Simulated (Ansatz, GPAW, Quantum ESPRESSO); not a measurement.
# The valence band of LiPS3 as photoemission sees it, part 4 of 7

Wanted: projected DOS of LiPS3, weighted into photoemission and X-ray emission spectra, at several levels of theory.

Ansatz 0.2.0, Quantum ESPRESSO 7.5 and GPAW 26.7.0; DFT, PBEsol, plane-wave PAW, default files, scalar-relativistic (the session's first sound run).

So far. Step 3 (With LDA): At this level the gap is 1.72 eV on the path. Step 4 (Quantum ESPRESSO: self-consistent run): At this level the gap is 1.79 eV on the k-mesh of the self-consistent run, which can miss the band edges.

## 5. Quantum ESPRESSO: denser mesh

Level of this step: DFT, PBEsol, plane waves, ultrasoft GBRV pseudopotentials, scalar-relativistic (Quantum ESPRESSO).

The levels for the density of states are solved on the fixed potential, without another SCF cycle.

Contents of nscf.in:

```
&control
  calculation = 'nscf'
  prefix = 'pes'
  outdir = './tmp'
  pseudo_dir = './pp'
  verbosity = 'high'
/
&system
  ibrav = 0
  nat = 10
  ntyp = 3
  ecutwfc = 40.0
  ecutrho = 200.0
  occupations = 'smearing'
  nbnd = 50
  smearing = 'fd'
  degauss = 0.00147
/
&electrons
  conv_thr = 1e-08
  mixing_beta = 0.5
  electron_maxstep = 120
  diago_full_acc = .true.
/
ATOMIC_SPECIES
S 32.0600 s_pbesol_v1.4.uspp.F.UPF
P 30.9738 p_pbesol_v1.5.uspp.F.UPF
Li 6.9400 li_pbesol_v1.4.uspp.F.UPF
CELL_PARAMETERS angstrom
 5.557800000 -3.503500000 0.000000000
 5.557800000 3.503500000 0.000000000
 -3.795789562 0.000000000 5.307439271
ATOMIC_POSITIONS crystal
S 0.680800000 0.680800000 0.061500000
S 0.319200000 0.319200000 0.938500000
S 0.802200000 0.802200000 0.673900000
S 0.197800000 0.197800000 0.326100000
S 0.778800000 0.221200000 0.500000000
S 0.221200000 0.778800000 0.500000000
P 0.846100000 0.846100000 0.419400000
P 0.153900000 0.153900000 0.580600000
Li 0.240700000 0.759300000 0.000000000
Li 0.759300000 0.240700000 0.000000000
K_POINTS automatic
6 6 8 0 0 0
```

Launch:

```console
OMP_NUM_THREADS=1 mpirun -n 2 pw.x -nk 2 -in nscf.in > nscf.out
```

The log of the run:

```text
[banner, memory and clock lines left out]
Program PWSCF v.7.5 starts

          URL

     Atomic positions and unit cell read from directory:
     ./tmp/pes.save/

     Message from routine setup:
     using ibrav=0 with symmetry is DISCOURAGED, use correct ibrav instead

     G-vector sticks info

     bravais-lattice index     =            0
     lattice parameter (alat)  =      12.4153  a.u.
     unit-cell volume          =    1394.8152 (a.u.)^3
     number of atoms/cell      =           10
     number of atomic types    =            3
     number of electrons       =        52.00
     number of Kohn-Sham states=           50
     kinetic-energy cutoff     =      40.0000  Ry
     charge density cutoff     =     200.0000  Ry
     Exchange-correlation= SLA  PW   PSX  PSC
                           (   1   4  10   8   0   0   0)

     celldm(1)=  12.415321  celldm(2)=   0.000000  celldm(3)=   0.000000
     celldm(4)=   0.000000  celldm(5)=   0.000000  celldm(6)=   0.000000

     crystal axes: (cart. coord. in units of alat)
               a(1) = (   0.845948  -0.533265   0.000000 )
               a(2) = (   0.845948   0.533265   0.000000 )
               a(3) = (  -0.577754   0.000000   0.807841 )

     reciprocal axes: (cart. coord. in units 2 pi/alat)
               b(1) = (  0.591053 -0.937620  0.422711 )
               b(2) = (  0.591053  0.937620  0.422711 )
               b(3) = ( -0.000000  0.000000  1.237867 )

     PseudoPot. # 1 for S  read from file:
     ./pp/s_pbesol_v1.4.uspp.F.UPF
     Pseudo is Ultrasoft + core correction, Zval =  6.0
     Generated by new atomic code, or converted to UPF format
     Using radial grid of  907 points,  6 beta functions with:
                l(1) =   0
                l(2) =   0
                l(3) =   1
                l(4) =   1
                l(5) =   2
                l(6) =   2
     Q(r) pseudized with  8 coefficients,  rinner =    1.300   1.300   1.300
                                                       1.300   1.300

     PseudoPot. # 2 for P  read from file:
     ./pp/p_pbesol_v1.5.uspp.F.UPF
     Pseudo is Ultrasoft + core correction, Zval =  5.0
     Generated by new atomic code, or converted to UPF format
     Using radial grid of  903 points,  6 beta functions with:
                l(1) =   0
                l(2) =   0
                l(3) =   1
                l(4) =   1
                l(5) =   2
                l(6) =   2
     Q(r) pseudized with  8 coefficients,  rinner =    1.300   1.300   1.300
                                                       1.300   1.300

     PseudoPot. # 3 for Li read from file:
     ./pp/li_pbesol_v1.4.uspp.F.UPF
     Pseudo is Ultrasoft, Zval =  3.0
     Generated by new atomic code, or converted to UPF format
     Using radial grid of  751 points,  5 beta functions with:
                l(1) =   0
                l(2) =   0
                l(3) =   0
                l(4) =   1
                l(5) =   1
     Q(r) pseudized with 10 coefficients,  rinner =    1.150   1.150   1.150

     atomic species   valence    mass     pseudopotential
     S                 6.00    32.06000     S ( 1.00)
     P                 5.00    30.97380     P ( 1.00)
     Li                3.00     6.94000     Li( 1.00)

      4 Sym. Ops., with inversion, found

                                    s                        frac. trans.

      isym =  1     identity

 cryst.   s( 1) = (     1          0          0      )
                  (     0          1          0      )
                  (     0          0          1      )

 cart.    s( 1) = (  1.0000000  0.0000000  0.0000000 )
                  ( -0.0000000  1.0000000 -0.0000000 )
                  (  0.0000000  0.0000000  1.0000000 )

      isym =  2     180 deg rotation - cart. axis [0,1,0]

 cryst.   s( 2) = (     0         -1          0      )
                  (    -1          0          0      )
                  (     0          0         -1      )

 cart.    s( 2) = ( -1.0000000  0.0000000 -0.0000000 )
                  (  0.0000000  1.0000000  0.0000000 )
                  (  0.0000000  0.0000000 -1.0000000 )

      isym =  3     inversion

 cryst.   s( 3) = (    -1          0          0      )
                  (     0         -1          0      )
                  (     0          0         -1      )

 cart.    s( 3) = ( -1.0000000 -0.0000000 -0.0000000 )
                  (  0.0000000 -1.0000000  0.0000000 )
                  (  0.0000000  0.0000000 -1.0000000 )

      isym =  4     inv. 180 deg rotation - cart. axis [0,1,0]

 cryst.   s( 4) = (     0          1          0      )
                  (     1          0          0      )
                  (     0          0          1      )

 cart.    s( 4) = (  1.0000000 -0.0000000  0.0000000 )
                  ( -0.0000000 -1.0000000 -0.0000000 )
                  (  0.0000000  0.0000000  1.0000000 )

   Cartesian axes

     site n.     atom                  positions (alat units)
         1        S      tau(   1) = (   1.1163113   0.0000000   0.0496822  )
         2        S      tau(   2) = (  -0.0021688  -0.0000000   0.7581589  )
         3        S      tau(   3) = (   0.9678910   0.0000000   0.5444041  )
         4        S      tau(   4) = (   0.1462515  -0.0000000   0.2634370  )
         5        S      tau(   5) = (   0.5570712  -0.2973485   0.4039205  )
         6        S      tau(   6) = (   0.5570712   0.2973485   0.4039205  )
         7        P      tau(   7) = (   1.1892036   0.0000000   0.3388086  )
         8        P      tau(   8) = (  -0.0750611   0.0000000   0.4690325  )
         9        Li     tau(   9) = (   0.8459483   0.2765512   0.0000000  )
        10        Li     tau(  10) = (   0.8459483  -0.2765512   0.0000000  )

   Crystallographic axes

     site n.     atom                  positions (cryst. coord.)
         1        S      tau(   1) = (  0.6808000  0.6808000  0.0615000  )
         2        S      tau(   2) = (  0.3192000  0.3192000  0.9385000  )
         3        S      tau(   3) = (  0.8022000  0.8022000  0.6739000  )
         4        S      tau(   4) = (  0.1978000  0.1978000  0.3261000  )
         5        S      tau(   5) = (  0.7788000  0.2212000  0.5000000  )
         6        S      tau(   6) = (  0.2212000  0.7788000  0.5000000  )
         7        P      tau(   7) = (  0.8461000  0.8461000  0.4194000  )
         8        P      tau(   8) = (  0.1539000  0.1539000  0.5806000  )
         9        Li     tau(   9) = (  0.2407000  0.7593000  0.0000000  )
        10        Li     tau(  10) = (  0.7593000  0.2407000  0.0000000  )

     number of k points=    89  Fermi-Dirac smearing, width (Ry)=  0.0015
                       cart. coord. in units 2pi/alat
[...]
k = 0.1970 0.3125 0.1409 (  5955 PWs)   bands (ev):

[...]
occupation numbers
[...]
k = 0.1970 0.3125 0.2956 (  5956 PWs)   bands (ev):

[...]
occupation numbers
[...]
k = 0.1970 0.3125 0.4504 (  5955 PWs)   bands (ev):

[...]
occupation numbers
[...]
k = 0.1970 0.3125 0.6051 (  5963 PWs)   bands (ev):

[...]
k = 0.1970 0.3125-0.4780 (  5957 PWs)   bands (ev):

[...]
k = 0.1970 0.3125-0.3233 (  5956 PWs)   bands (ev):

[...]
k = 0.1970 0.3125-0.1686 (  5958 PWs)   bands (ev):

[...]
k = 0.1970 0.3125-0.0138 (  5953 PWs)   bands (ev):

[...]
k =-0.2955-0.4688-0.2114 (  5964 PWs)   bands (ev):

[...]
k =-0.2955-0.4688-0.0566 (  5962 PWs)   bands (ev):

[...]
k =-0.2955-0.4688 0.0981 (  5957 PWs)   bands (ev):

[...]
k =-0.2955-0.4688 0.2528 (  5943 PWs)   bands (ev):

[...]
k =-0.2955-0.4688-0.8303 (  5954 PWs)   bands (ev):

[...]
k = 0.1970-0.0000 0.1409 (  5977 PWs)   bands (ev):

[...]
k = 0.1970-0.0000 0.2956 (  5962 PWs)   bands (ev):

[...]
k = 0.1970-0.0000 0.4504 (  5953 PWs)   bands (ev):

[...]
k = 0.1970-0.0000 0.6051 (  5957 PWs)   bands (ev):

[...]
k = 0.1970-0.0000-0.4780 (  5961 PWs)   bands (ev):

[...]
k = 0.1970-0.0000-0.3233 (  5957 PWs)   bands (ev):

[...]
k = 0.1970-0.0000-0.1686 (  5983 PWs)   bands (ev):

[...]
k = 0.1970-0.0000-0.0138 (  5989 PWs)   bands (ev):

[...]
k = 0.2955 0.1563 0.2114 (  5964 PWs)   bands (ev):

[...]
k = 0.2955 0.1563 0.3661 (  5968 PWs)   bands (ev):

[...]
k = 0.2955 0.1563 0.5208 (  5955 PWs)   bands (ev):

[...]
k = 0.2955 0.1563 0.6756 (  5948 PWs)   bands (ev):

[...]
k = 0.2955 0.1563-0.4076 (  5962 PWs)   bands (ev):

[...]
k = 0.2955 0.1563-0.2528 (  5959 PWs)   bands (ev):

[...]
k = 0.2955 0.1563-0.0981 (  5975 PWs)   bands (ev):

[...]
k = 0.2955 0.1563 0.0566 (  5971 PWs)   bands (ev):

[...]
k =-0.1970-0.6251-0.1409 (  5952 PWs)   bands (ev):

[...]
k =-0.1970-0.6251 0.0138 (  5958 PWs)   bands (ev):

[...]
k =-0.1970-0.6251 0.1686 (  5952 PWs)   bands (ev):

[...]
k =-0.1970-0.6251 0.3233 (  5944 PWs)   bands (ev):

[...]
k =-0.1970-0.6251-0.7598 (  5946 PWs)   bands (ev):

[...]
k =-0.1970-0.6251-0.6051 (  5953 PWs)   bands (ev):

[...]
k =-0.1970-0.6251-0.4504 (  5951 PWs)   bands (ev):

[...]
k =-0.1970-0.6251-0.2956 (  5960 PWs)   bands (ev):

[...]
k =-0.0985-0.4688-0.0705 (  5969 PWs)   bands (ev):

[...]
k =-0.0985-0.4688 0.0843 (  5969 PWs)   bands (ev):

[...]
k =-0.0985-0.4688 0.2390 (  5957 PWs)   bands (ev):

[...]
k =-0.0985-0.4688 0.3937 (  5949 PWs)   bands (ev):

[...]
k =-0.0985-0.4688-0.6894 (  5954 PWs)   bands (ev):

[...]
k =-0.0985-0.4688-0.5347 (  5952 PWs)   bands (ev):

[...]
k =-0.0985-0.4688-0.3799 (  5964 PWs)   bands (ev):

[...]
k =-0.0985-0.4688-0.2252 (  5960 PWs)   bands (ev):

[...]
k = 0.0000-0.3125 0.0000 (  5977 PWs)   bands (ev):

[...]
k = 0.0000-0.3125 0.1547 (  5963 PWs)   bands (ev):

[...]
k = 0.0000-0.3125 0.3095 (  5958 PWs)   bands (ev):

[...]
k = 0.0000-0.3125 0.4642 (  5959 PWs)   bands (ev):

[...]
k = 0.0000-0.3125-0.6189 (  5954 PWs)   bands (ev):

[...]
k = 0.3940-0.0000 0.2818 (  5969 PWs)   bands (ev):

[...]
k = 0.3940-0.0000 0.4365 (  5951 PWs)   bands (ev):

[...]
k = 0.3940-0.0000 0.5913 (  5940 PWs)   bands (ev):

[...]
k = 0.3940-0.0000 0.7460 (  5978 PWs)   bands (ev):

[...]
k = 0.3940-0.0000-0.3371 (  5957 PWs)   bands (ev):

[...]
k = 0.3940-0.0000-0.1824 (  5947 PWs)   bands (ev):

[...]
k = 0.3940-0.0000-0.0277 (  5961 PWs)   bands (ev):

[...]
k = 0.3940-0.0000 0.1271 (  5959 PWs)   bands (ev):

[...]
k =-0.0985-0.7814-0.0705 (  5934 PWs)   bands (ev):

[...]
k =-0.0985-0.7814 0.0843 (  5926 PWs)   bands (ev):

[...]
k =-0.0985-0.7814 0.2390 (  5948 PWs)   bands (ev):

[...]
k =-0.0985-0.7814 0.3937 (  5963 PWs)   bands (ev):

[...]
k =-0.0985-0.7814-0.6894 (  5957 PWs)   bands (ev):

[...]
k =-0.0985-0.7814-0.5347 (  5957 PWs)   bands (ev):

[...]
k =-0.0985-0.7814-0.3799 (  5956 PWs)   bands (ev):

[...]
k =-0.0985-0.7814-0.2252 (  5940 PWs)   bands (ev):

[...]
k =-0.0000-0.6251-0.0000 (  5959 PWs)   bands (ev):

[...]
k =-0.0000-0.6251 0.1547 (  5962 PWs)   bands (ev):

[...]
occupation numbers
[...]
k =-0.0000-0.6251 0.3095 (  5953 PWs)   bands (ev):

[...]
occupation numbers
[...]
k =-0.0000-0.6251 0.4642 (  5954 PWs)   bands (ev):

[...]
occupation numbers
[...]
k =-0.0000-0.6251-0.6189 (  5960 PWs)   bands (ev):

[...]
occupation numbers
[...]
k =-0.5911 0.0000-0.4227 (  5910 PWs)   bands (ev):

[...]
14.0758  14.3570

     occupation numbers
[...]
0.0000   0.0000

          k =-0.5911 0.0000-0.2680 (  5923 PWs)   bands (ev):

[...]
14.1058  14.1586

     occupation numbers
[...]
0.0000   0.0000

          k =-0.5911 0.0000-0.1132 (  5941 PWs)   bands (ev):

[...]
13.7111  13.8948

     occupation numbers
[...]
0.0000   0.0000

          k =-0.5911 0.0000 0.0415 (  5953 PWs)   bands (ev):

[...]
11.3483  11.4346  11.9569  12.4145  12.7134  12.8258  13.0851  13.3116
    13.4337  14.0874

     occupation numbers
     1.0000   1.0000   1.0000   1.0000   1.0000   1.0000   1.0000   1.0000
     1.0000   1.0000   1.0000   1.0000   1.0000   1.0000   1.0000   1.0000
     1.0000   1.0000   1.0000   1.0000   1.0000   1.0000   1.0000   1.0000
     1.0000   1.0000   0.0000   0.0000   0.0000   0.0000   0.0000   0.0000
     0.0000   0.0000   0.0000   0.0000   0.0000   0.0000   0.0000   0.0000
     0.0000   0.0000   0.0000   0.0000   0.0000   0.0000   0.0000   0.0000
     0.0000   0.0000

          k =-0.5911 0.0000-1.0416 (  5950 PWs)   bands (ev):

   -40.7475 -40.7459 -12.3965 -10.8612  -9.1070  -8.8662  -8.5847  -8.5800
    -4.8321  -3.5488  -2.1169
```

Elapsed: 16 min, on 2 MPI ranks of Arm Neoverse V1, shared host.

Numbers from this step:

| Item | Value |
| --- | --- |
| Fermi energy | 4.477 eV |

(Continued in part 5 of 7.)

[Logs are printed without paths, hosts, clocks, repeated set-up lines and the standing remarks that a program may print on its own settings, such as how far it seeks lower states.]

[Hosts, paths, dates, database ids (printed as entryN), source tags and the programs' standing remarks are cut or masked in the printed files.]

[Maps of the electrostatic potential energy from Ansatz leave out the sawtooth potential of an applied field or a dipole correction, so their vacuum need not be flat; work functions include it.]

[Peak lists hold at most the 14 tallest peaks of each spectrum; further lines can be left out.]
